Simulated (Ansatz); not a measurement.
# What AgGeF3 (model cell, started as cubic perovskite with Ge in the octahedra) distorts into, part 2 of 3

Wanted: the energy along a soft mode of AgGeF3 (model cell, started as cubic perovskite with Ge in the octahedra) and the structure at the end.

Ansatz 0.2.0; DFT PBEsol, scalar-relativistic, plane waves, PAW; PAW set soft_1.

So far, highest frequency on the path or at a solved wavevector (cm⁻¹): step 2 (phonons on a q mesh) 344. Also lowest frequency on the path (cm⁻¹): step 2 -190.

The structure was built from a prototype and need not be the compound's stable phase.

### Step 4. The mode frozen in, largest atomic shift 0.22 Å

The atoms are moved along the unstable eigenvector, the largest shift by 0.22 Å, with the cell fixed.

Contents of input.yaml:

```yaml
crystal:
  lattice:
    - [4.2639971677, 0.0, 0.0]
    - [0.0, 4.2639971677, 0.0]
    - [0.0, 0.0, 8.5279943354]
  atoms:
    - { symbol: Ag, position: [0.0, 0.0, 0.0] }
    - { symbol: Ag, position: [0.0, 0.0, 0.5] }
    - { symbol: Ge, position: [0.5041591388, 0.4958408612, 0.25] }
    - { symbol: Ge, position: [0.4958408612, 0.5041591388, 0.75] }
    - { symbol: F, position: [0.5, 0.5, 0.0] }
    - { symbol: F, position: [0.5, 0.5, 0.5] }
    - { symbol: F, position: [0.5170952532, 0.0486803219, 0.25] }
    - { symbol: F, position: [0.4829047468, -0.0486803219, 0.75] }
    - { symbol: F, position: [-0.0486803219, 0.4829047468, 0.25] }
    - { symbol: F, position: [0.0486803219, 0.5170952532, 0.75] }
kpoints:
  mp_grid: { grid: [8, 8, 4] }
hamiltonian:
  xc: pbesol
  pseudopotentials: { kind: paw, azcp: { folder: soft_1 }, xc_functional: pbe }
scf:
  occupations: { method: methfessel_paxton, width: 0.2 }
output:
  forces: true
  stress: true
  eigenvalues: true
```

Run with:

```console
$ ansatz run input.yaml --threads 4 --pin off --max-ram 16384MiB --backend cpu --events-out ev --progress --plain --runs-dir out
```

Numbers of over 12 decimals in the logs are rounded to 6 here.

The program printed:

```text
[...]
Crystal: 10 atoms, lattice volume = 155.053 Å³
Basis set: ecut = 420 eV, 3013 PW (Γ), exchange–correlation on 60×60×120 points (8 copies of the dense FFT grid, shifted against one another)
Bands: 65, of which v1, the nominal top of the filled ones, is band 54 counted from 1 (53 counted from 0)
Symmetry: 8 space group operations
[...]
k-points: 63 of 256
[...]
k-point 0: bands = [... 50 lower, 3.7929, 3.8939, 3.9115, 5.7189, 6.9766, 8.0194, 11.5207, 12.5122, ... 7 higher]
  k-point 1: bands = [... 50 lower, 3.7510, 3.8529, 3.8680, 5.2606, 7.1338, 7.9158, 11.5828, 13.1967, ... 7 higher]
  k-point 2: bands = [... 50 lower, 3.7558, 3.7558, 4.3088, 4.3088, 7.5303, 7.5303, 12.2581, 12.2581, ... 7 higher]
  k-point 62: bands = [... 50 lower, 3.7592, 3.7592, 7.3435, 7.3435, 8.6342, 8.6342, 10.5242, 10.5242, ... 7 higher]
[key lines of the parts left out:]
SCF converged after 9 iterations
Free energy (F): -28351.339535 eV
Fermi energy:    7.448182 eV
P = ⅓ Tr σ = 1.8714 GPa (18.714 kbar)
```

The job ended after 9.1 s (4 threads of Arm Neoverse V2, shared host; peak memory 0.77 GiB).

This step gave:

```yaml
pressure: 1.871 GPa
energy_from_the_undistorted_cell: -9.359 meV/atom
```

The energy, extrapolated to zero smearing, is -9.36 meV/atom against the undistorted cell.

The run ends at a pressure of 1.87 GPa, with forces up to 0.47 eV/Å.

### Step 5. Energy along the mode, all amplitudes (two of the runs are shown above)

An imaginary frequency means negative curvature, so the energy should fall and then rise again as anharmonic terms take over.

This step gave:

```yaml
depth_at_the_lowest_point_sampled: 9.359 meV/atom
largest_atomic_shift_at_that_point: 0.22 Å
```

Energy from the parent against largest atomic shift:

```csv
largest atomic shift (Å),energy from the parent (meV/atom)
0.000,0
0.040,-0.773
0.080,-2.90
0.140,-7.24
0.220,-9.36
0.320,14.0
```

Displacement at unit largest shift by atom:

```csv
atom,x (Å),y (Å),z (Å),size
Ag1,0.00,0.00,0.00,0.00
Ag2,0.00,0.00,0.00,0.00
Ge3,0.08,-0.08,0.00,0.11
Ge4,-0.08,0.08,0.00,0.11
F5,0.00,0.00,0.00,0.00
F6,0.00,0.00,0.00,0.00
F7,0.33,0.94,0.00,1.00
F8,-0.33,-0.94,0.00,1.00
F9,-0.94,-0.33,0.00,1.00
F10,0.94,0.33,0.00,1.00
```

The lowest of the steps tried is at 0.22 Å, 9.36 meV/atom below the parent; the bottom of the well need not coincide with a step.

### Step 6. Relaxation from the frozen mode

Starting from the lowest point found, all atoms and the cell are let go, so that strain and other modes of the same symmetry can join in.

Edit input.yaml of step 4 so:

```diff
@@ -27 +27,6 @@
   eigenvalues: true
+relax:
+  adjacent_minimum: "off"
+  f_tol: 0.002
+  max_steps: 120
+  cell: { stress_tol: 0.03 }
```

The program printed:

```text
[...]
Crystal: 10 atoms, lattice volume = 155.053 Å³
Basis set: ecut = 420 eV, 3013 PW (Γ), exchange–correlation on 60×60×120 points (8 copies of the dense FFT grid, shifted against one another)
Bands: 65, of which v1, the nominal top of the filled ones, is band 54 counted from 1 (53 counted from 0)
Symmetry: 8 space group operations
[...]
k-points: 63 of 256
[...]
SCF iter   1: F=—  HF=-28368.043575 eV  |F-HF|=—  |Δ(HF+E_count)|=         —  Δρ=2.11e-1  dr2=6.67e1  ethr=3.10e-3  ⟨swp⟩=5.8  Hψ=13955  notcnv=0  defer=4
[...]
SCF iter   9: F=-28351.339535 eV  HF=-28351.339535 eV  |F-HF|=1.04e-7  |Δ(HF+E_count)|=   2.49e-6  S|Δr|=    0.00e0  Δρ=6.65e-6  dr2=3.94e-8  ethr=9.26e-11  ⟨swp⟩=10.0  Hψ=22756  notcnv=0
SCF 1 converged in 9 iterations: F = -28351.339535 eV  dr2 = 3.94e-8
[...]
relax step   1: F+E_penalty+E_count = -28351.33953543 eV  Δ(F+E_penalty+E_count) = +0.000e0 eV  max|allowed force component| = 3.325e-1 eV/Å  Δτ_max = 0.0000 Å  P = +1.871 GPa  Ω = 155.053 Å³  (9 SCF iters, dr2 threshold 1.00e-7 eV, accepted)
Crystal: 10 atoms, lattice volume = 158.880 Å³
Basis set: ecut = 420 eV, 3109 PW (Γ), exchange–correlation on 60×60×120 points (8 copies of the dense FFT grid, shifted against one another)
[...]
SCF iter   7: F=-28351.451511 eV  HF=-28351.451511 eV  |F-HF|=4.84e-10  |Δ(HF+E_count)|=   7.60e-7  S|Δr|=    0.00e0  Δρ=6.67e-6  dr2=3.62e-8  ethr=9.26e-10  ⟨swp⟩=8.9  Hψ=16746  notcnv=0
SCF 2 converged in 7 iterations: F = -28351.451511 eV  dr2 = 3.62e-8
relax step   2: F+E_penalty+E_count = -28351.45151074 eV  Δ(F+E_penalty+E_count) = -1.120e-1 eV  max|allowed force component| = 1.746e-1 eV/Å  Δτ_max = 0.0722 Å  P = +0.077 GPa  Ω = 158.880 Å³  energy of the carried Pulay correction = -7.486e-3 eV  (7 SCF iters, dr2 threshold 1.00e-6 eV, accepted)
Crystal: 10 atoms, lattice volume = 162.110 Å³
Basis set: ecut = 420 eV, 3159 PW (Γ), exchange–correlation on 60×60×120 points (8 copies of the dense FFT grid, shifted against one another)
[...]
SCF iter  10: F=-28351.663237 eV  HF=-28351.663237 eV  |F-HF|=2.33e-8  |Δ(HF+E_count)|=   3.46e-7  S|Δr|=    0.00e0  Δρ=7.39e-6  dr2=1.77e-7  ethr=9.26e-10  ⟨swp⟩=5.3  Hψ=15654  notcnv=0
SCF 3 converged in 10 iterations: F = -28351.663237 eV  dr2 = 1.77e-7
relax step   3: F+E_penalty+E_count = -28351.66323686 eV  Δ(F+E_penalty+E_count) = -2.117e-1 eV  max|allowed force component| = 2.871e-1 eV/Å  Δτ_max = 0.1096 Å  P = -2.112 GPa  Ω = 162.110 Å³  energy of the carried Pulay correction = -1.366e-2 eV  (10 SCF iters, dr2 threshold 1.00e-6 eV, accepted)
[... from here on, the SCF cycles and remarks between the steps are left out ...]
relax step   4: F+E_penalty+E_count = -28351.93567075 eV  Δ(F+E_penalty+E_count) = -2.724e-1 eV  max|allowed force component| = 3.872e-1 eV/Å  Δτ_max = 0.1216 Å  P = -4.450 GPa  Ω = 162.870 Å³  energy of the carried Pulay correction = -1.510e-2 eV  (8 SCF iters, dr2 threshold 1.00e-6 eV, accepted)
relax step   5: F+E_penalty+E_count = -28352.29715001 eV  Δ(F+E_penalty+E_count) = -3.615e-1 eV  max|allowed force component| = 3.577e-1 eV/Å  Δτ_max = 0.0871 Å  P = -4.357 GPa  Ω = 156.881 Å³  energy of the carried Pulay correction = -3.597e-3 eV  (8 SCF iters, dr2 threshold 1.00e-6 eV, accepted)
relax step   6: F+E_penalty+E_count = -28352.59767135 eV  Δ(F+E_penalty+E_count) = -3.005e-1 eV  max|allowed force component| = 8.845e-2 eV/Å  Δτ_max = 0.0474 Å  P = -0.777 GPa  Ω = 146.848 Å³  energy of the carried Pulay correction = +1.669e-2 eV  (8 SCF iters, dr2 threshold 1.00e-6 eV, accepted)
relax step   7: F+E_penalty+E_count = -28352.60149629 eV  Δ(F+E_penalty+E_count) = -3.825e-3 eV  max|allowed force component| = 2.474e-1 eV/Å  Δτ_max = 0.0852 Å  P = +0.935 GPa  Ω = 142.048 Å³  energy of the carried Pulay correction = +2.688e-2 eV  (8 SCF iters, dr2 threshold 1.00e-6 eV, rejected (line search))
relax step   8: F+E_penalty+E_count = -28352.64554417 eV  Δ(F+E_penalty+E_count) = -4.787e-2 eV  max|allowed force component| = 1.170e-1 eV/Å  Δτ_max = 0.0401 Å  P = -0.361 GPa  Ω = 143.825 Å³  energy of the carried Pulay correction = +2.307e-2 eV  (12 SCF iters, accepted)
relax step   9: F+E_penalty+E_count = -28352.65270506 eV  Δ(F+E_penalty+E_count) = -7.161e-3 eV  max|allowed force component| = 7.651e-3 eV/Å  Δτ_max = 0.0131 Å  P = -0.029 GPa  Ω = 143.713 Å³  energy of the carried Pulay correction = +2.331e-2 eV  (5 SCF iters, dr2 threshold 1.00e-6 eV, accepted)
relax step  10: F+E_penalty+E_count = -28352.65339009 eV  Δ(F+E_penalty+E_count) = -6.850e-4 eV  max|allowed force component| = 4.228e-3 eV/Å  Δτ_max = 0.0065 Å  P = +0.039 GPa  Ω = 143.525 Å³  energy of the carried Pulay correction = +2.371e-2 eV  (6 SCF iters, dr2 threshold 3.99e-8 eV, accepted)
relax step  11: F+E_penalty+E_count = -28352.65301626 eV  Δ(F+E_penalty+E_count) = +3.738e-4 eV  max|allowed force component| = 9.772e-3 eV/Å  Δτ_max = 0.0050 Å  P = -0.061 GPa  Ω = 143.684 Å³  energy of the carried Pulay correction = +2.337e-2 eV  (7 SCF iters, dr2 threshold 7.25e-9 eV, rejected (line search))
relax step  12: F+E_penalty+E_count = -28352.65326193 eV  Δ(F+E_penalty+E_count) = +1.282e-4 eV  max|allowed force component| = 1.294e-3 eV/Å  Δτ_max = 0.0024 Å  P = -0.004 GPa  Ω = 143.599 Å³  energy of the carried Pulay correction = +2.355e-2 eV  (9 SCF iters, accepted)
relax step  13: F+E_penalty+E_count = -28352.86083949 eV  Δ(F+E_penalty+E_count) = -2.076e-1 eV  max|allowed force component| = 5.871e-3 eV/Å  Δτ_max = 0.0000 Å  P = +1.768 GPa  Ω = 143.599 Å³  stress off target by 4.84e0 GPa  SCF on the basis re-selected at this cell (its energy is not comparable with the rows above)  (10 SCF iters)
relax step  14: F+E_penalty+E_count = -28352.93424720 eV  Δ(F+E_penalty+E_count) = -7.341e-2 eV  max|allowed force component| = 4.104e-2 eV/Å  Δτ_max = 0.0307 Å  P = +1.423 GPa  Ω = 145.692 Å³  energy of the carried Pulay correction = -4.755e-3 eV  (6 SCF iters, dr2 threshold 1.00e-6 eV, accepted)
relax step  15: F+E_penalty+E_count = -28352.99492678 eV  Δ(F+E_penalty+E_count) = -6.068e-2 eV  max|allowed force component| = 9.300e-2 eV/Å  Δτ_max = 0.0243 Å  P = +0.765 GPa  Ω = 149.394 Å³  energy of the carried Pulay correction = -1.293e-2 eV  (6 SCF iters, dr2 threshold 1.00e-6 eV, accepted)
relax step  16: F+E_penalty+E_count = -28353.00861687 eV  Δ(F+E_penalty+E_count) = -1.369e-2 eV  max|allowed force component| = 8.423e-2 eV/Å  Δτ_max = 0.0234 Å  P = +0.290 GPa  Ω = 152.082 Å³  energy of the carried Pulay correction = -1.879e-2 eV  (6 SCF iters, dr2 threshold 1.00e-6 eV, accepted)
relax step  17: F+E_penalty+E_count = -28353.00553003 eV  Δ(F+E_penalty+E_count) = +3.087e-3 eV  max|allowed force component| = 1.706e-1 eV/Å  Δτ_max = 0.0246 Å  P = -0.360 GPa  Ω = 152.190 Å³  energy of the carried Pulay correction = -1.904e-2 eV  (6 SCF iters, dr2 threshold 4.43e-7 eV, rejected (line search))
relax step  18: F+E_penalty+E_count = -28353.00906693 eV  Δ(F+E_penalty+E_count) = -4.501e-4 eV  max|allowed force component| = 6.957e-3 eV/Å  Δτ_max = 0.0064 Å  P = +0.006 GPa  Ω = 152.453 Å³  energy of the carried Pulay correction = -1.957e-2 eV  (10 SCF iters, accepted)
relax step  19: F+E_penalty+E_count = -28353.00892990 eV  Δ(F+E_penalty+E_count) = +1.370e-4 eV  max|allowed force component| = 2.421e-3 eV/Å  Δτ_max = 0.0027 Å  P = +0.001 GPa  Ω = 152.544 Å³  energy of the carried Pulay correction = -1.976e-2 eV  (6 SCF iters, dr2 threshold 3.02e-9 eV, accepted)
relax step  20: F+E_penalty+E_count = -28353.00893585 eV  Δ(F+E_penalty+E_count) = -5.954e-6 eV  max|allowed force component| = 1.329e-3 eV/Å  Δτ_max = 0.0028 Å  P = +0.011 GPa  Ω = 152.546 Å³  energy of the carried Pulay correction = -1.976e-2 eV  (8 SCF iters, dr2 threshold 3.66e-10 eV, accepted)
relax step  21: F+E_penalty+E_count = -28353.06419097 eV  Δ(F+E_penalty+E_count) = -5.526e-2 eV  max|allowed force component| = 2.496e-3 eV/Å  Δτ_max = 0.0000 Å  P = +0.588 GPa  Ω = 152.546 Å³  stress off target by 1.29e0 GPa  SCF on the basis re-selected at this cell (its energy is not comparable with the rows above)  (8 SCF iters)
relax step  22: F+E_penalty+E_count = -28353.07485242 eV  Δ(F+E_penalty+E_count) = -1.066e-2 eV  max|allowed force component| = 5.056e-3 eV/Å  Δτ_max = 0.0145 Å  P = +0.328 GPa  Ω = 155.165 Å³  energy of the carried Pulay correction = -6.141e-3 eV  (6 SCF iters, dr2 threshold 1.00e-6 eV, accepted)
relax step  23: F+E_penalty+E_count = -28353.07351398 eV  Δ(F+E_penalty+E_count) = +1.338e-3 eV  max|allowed force component| = 1.633e-2 eV/Å  Δτ_max = 0.0153 Å  P = +0.059 GPa  Ω = 157.988 Å³  energy of the carried Pulay correction = -1.381e-2 eV  (6 SCF iters, dr2 threshold 1.00e-6 eV, accepted)
relax step  24: F+E_penalty+E_count = -28353.07281306 eV  Δ(F+E_penalty+E_count) = +7.009e-4 eV  max|allowed force component| = 8.076e-4 eV/Å  Δτ_max = 0.0018 Å  P = +0.011 GPa  Ω = 158.260 Å³  energy of the carried Pulay correction = -1.462e-2 eV  (6 SCF iters, dr2 threshold 3.14e-8 eV, accepted)
relax step  25: F+E_penalty+E_count = -28353.09190859 eV  Δ(F+E_penalty+E_count) = -1.910e-2 eV  max|allowed force component| = 1.195e-3 eV/Å  Δτ_max = 0.0000 Å  P = +0.081 GPa  Ω = 158.260 Å³  stress off target by 2.83e-1 GPa  SCF on the basis re-selected at this cell (its energy is not comparable with the rows above)  (8 SCF iters)
relax step  26: F+E_penalty+E_count = -28353.09073446 eV  Δ(F+E_penalty+E_count) = +1.174e-3 eV  max|allowed force component| = 1.771e-2 eV/Å  Δτ_max = 0.0091 Å  P = +0.093 GPa  Ω = 159.552 Å³  energy of the carried Pulay correction = -2.838e-3 eV  (6 SCF iters, dr2 threshold 2.00e-7 eV, accepted)
relax step  27: F+E_penalty+E_count = -28353.08936195 eV  Δ(F+E_penalty+E_count) = +1.373e-3 eV  max|allowed force component| = 2.263e-2 eV/Å  Δτ_max = 0.0013 Å  P = -0.088 GPa  Ω = 160.176 Å³  energy of the carried Pulay correction = -4.260e-3 eV  (6 SCF iters, dr2 threshold 5.17e-8 eV, accepted)
relax step  28: F+E_penalty+E_count = -28353.08975135 eV  Δ(F+E_penalty+E_count) = -3.894e-4 eV  max|allowed force component| = 5.976e-4 eV/Å  Δτ_max = 0.0010 Å  P = -0.003 GPa  Ω = 160.044 Å³  energy of the carried Pulay correction = -3.954e-3 eV  (6 SCF iters, dr2 threshold 3.60e-8 eV, accepted)
relax step  29: F+E_penalty+E_count = -28353.09423304 eV  Δ(F+E_penalty+E_count) = -4.482e-3 eV  max|allowed force component| = 6.194e-4 eV/Å  Δτ_max = 0.0000 Å  P = +0.008 GPa  Ω = 160.044 Å³  stress off target by 6.27e-2 GPa  SCF on the basis re-selected at this cell (its energy is not comparable with the rows above)  (7 SCF iters)
relax step  30: F+E_penalty+E_count = -28353.09356538 eV  Δ(F+E_penalty+E_count) = +6.677e-4 eV  max|allowed force component| = 1.219e-3 eV/Å  Δτ_max = 0.0021 Å  P = +0.004 GPa  Ω = 160.409 Å³  energy of the carried Pulay correction = -7.692e-4 eV  (6 SCF iters, dr2 threshold 9.83e-9 eV, accepted)
[...]
SCF iter   6: F=-28353.094356 eV  HF=-28353.094356 eV  |F-HF|=0.00e0  |Δ(HF+E_count)|=  3.71e-10  S|Δr|=    0.00e0  Δρ=1.66e-7  dr2=2.87e-11  ethr=1.00e-12  ⟨swp⟩=4.0  Hψ=13053  notcnv=0
SCF 31 converged in 6 iterations: F = -28353.094356 eV  dr2 = 2.87e-11
relax step  31: F+E_penalty+E_count = -28353.09435635 eV  Δ(F+E_penalty+E_count) = -7.910e-4 eV  max|allowed force component| = 1.263e-3 eV/Å  Δτ_max = 0.0000 Å  P = +0.006 GPa  Ω = 160.409 Å³  stress off target by 1.84e-2 GPa  SCF on the basis re-selected at this cell (its energy is not comparable with the rows above)  (6 SCF iters)
[...]
SCF converged after 6 iterations
[...]
Free energy (F): -28353.094356 eV
[...]
Internal energy: -28353.094356 eV  (E = F + TS)
E sigma→0 (E₀):  -28353.094356 eV
Fermi energy:    6.573607 eV
[...]
--- Forces (eV/Å), atoms counted from 1 ---
  atom   1  Ag    -0.00000000     0.00000000     0.00000000
  atom   2  Ag    -0.00000000     0.00000000     0.00000000
  atom   3  Ge    -0.00126288     0.00126288     0.00000000
  atom   4  Ge     0.00126288    -0.00126288     0.00000000
  atom   5  F     -0.00000000    -0.00000000     0.00000000
  atom   6  F     -0.00000000    -0.00000000     0.00000000
  atom   7  F      0.00021733    -0.00014987     0.00000000
  atom   8  F     -0.00021733     0.00014987     0.00000000
  atom   9  F      0.00014987    -0.00021733     0.00000000
  atom  10  F     -0.00014987     0.00021733     0.00000000
  max |Σ_I F_I| component: 4.34e-30 eV/Å
--- Stress (GPa, compression-positive) ---
        0.007072       0.011326       0.000000
        0.011326       0.007072       0.000000
        0.000000       0.000000       0.004131
  P = ⅓ Tr σ = 0.0061 GPa (0.061 kbar)
--- Band table (eV; the first three rows and the last of 63) ---
  k-point 0: bands = [... 50 lower, 3.5045, 3.5501, 3.7744, 4.1479, 7.4873, 8.5326, 11.2697, 11.5372, ... 7 higher]
  k-point 1: bands = [... 50 lower, 3.5121, 3.5449, 3.8579, 4.1353, 7.7120, 8.4572, 11.3040, 11.4178, ... 7 higher]
  k-point 2: bands = [... 50 lower, 3.5299, 3.5299, 4.0268, 4.0268, 8.1605, 8.1605, 11.1899, 11.1899, ... 7 higher]
  k-point 62: bands = [... 50 lower, 3.4950, 3.4950, 4.6484, 4.6484, 8.7190, 8.7190, 9.4040, 9.4040, ... 7 higher]
--- Relaxed structure (26 steps of the walk, 23 accepted, 5 SCFs on fresh bases) ---
  F+E_penalty+E_count = -28353.09435635 eV   max|allowed force component| = 1.263e-3 eV/Å   (the final SCF, on the basis selected at the relaxed cell)
  cell:  # Å, volume = 160.4088 Å³
    - [4.530098, 1.176562, 0.0]
    - [1.176562, 4.530098, 0.0]
    - [0.0, 0.0, 8.381916]
  atoms:
    - { symbol: Ag, position: [4.964601660183047e-19, 6.305870482588526e-19, 0] }
    - { symbol: Ag, position: [4.964601660183054e-19, 6.305870482588528e-19, 0.5] }
    - { symbol: Ge, position: [0.427106, 0.572894, 0.25] }
    - { symbol: Ge, position: [0.572894, 0.427106, 0.750000] }
    - { symbol: F, position: [0.500000, 0.500000, 0] }
    - { symbol: F, position: [0.500000, 0.500000, 0.5] }
    - { symbol: F, position: [0.545545, 0.139057, 0.25] }
    - { symbol: F, position: [0.454455, -0.139057, 0.750000] }
    - { symbol: F, position: [-0.139057, 0.454455, 0.25] }
    - { symbol: F, position: [0.139057, 0.545545, 0.750000] }
```

It took 4.4 min on 4 threads; peak memory 0.79 GiB; 17 min of CPU time.

The steps of the relaxation (22 of 31):

```csv
step,energy less that of the first step (eV),largest force component (eV/Å),pressure (GPa),volume (Å³)
1,0.0000,0.3325,1.87,155.05
2,-0.1120,0.1746,0.08,158.88
4,-0.5961,0.3872,-4.45,162.87
5,-0.9576,0.3577,-4.36,156.88
7,-1.2620,0.2474,0.94,142.05
8,-1.3060,0.1170,-0.36,143.82
10,-1.3139,0.0042,0.04,143.52
11,-1.3135,0.0098,-0.06,143.68
12,-1.3137,0.0013,0.00,143.60
14,-1.5947,0.0410,1.42,145.69
15,-1.6554,0.0930,0.76,149.39
17,-1.6660,0.1706,-0.36,152.19
18,-1.6695,0.0070,0.01,152.45
20,-1.6694,0.0013,0.01,152.55
21*,-1.7247,0.0025,0.59,152.55
22,-1.7353,0.0051,0.33,155.17
24,-1.7333,0.0008,0.01,158.26
25*,-1.7524,0.0012,0.08,158.26
27,-1.7498,0.0226,-0.09,160.18
28,-1.7502,0.0006,0.00,160.04
30,-1.7540,0.0012,0.00,160.41
31*,-1.7548,0.0013,0.01,160.41
```

Relaxation steps marked * repeat the geometry before them on a plane-wave basis chosen anew for their cell, so energy and pressure can jump there. Other such steps can lie between the rows shown. Relaxation steps 7, 11, 17 were tried and not accepted.

The run keeps the 8 symmetry operations that it works with, so distortions that break them were not tested.

```csv
cell as run,before,after,change
a (Å),4.264,4.680,+9.8 %
b (Å),4.264,4.680,+9.8 %
c (Å),8.528,8.382,-1.7 %
γ (°),90.00,60.88,-32.4 %
volume (Å³/atom),15.51,16.04,+3.5 %
```

The atoms that moved most (Å, as changes of fractional coordinates times the final cell):

```csv
atom,dx,dy,dz,length
F7,0.235,0.443,0.000,0.501
F10,0.443,0.235,0.000,0.501
F8,-0.235,-0.443,0.000,0.501
F9,-0.443,-0.235,0.000,0.501
Ge4,0.258,-0.258,0.000,0.365
Ge3,-0.258,0.258,0.000,0.365
```

This step gave:

```
pressure          : 0.006091 GPa
volume per atom   : 16.04 Å³
gap on the k-mesh : 1.850 eV
```

The distorted start has space group Cmcm; the relaxation ends in Cmcm.

[end of part 2 of 3]

[Logs are printed without paths, hosts, clocks, repeated set-up lines and the standing remarks that a program may print on its own settings, such as how far it seeks lower states.]

[Hosts, paths, dates, database ids (printed as entryN), source tags and the programs' standing remarks are cut or masked in the printed files.]
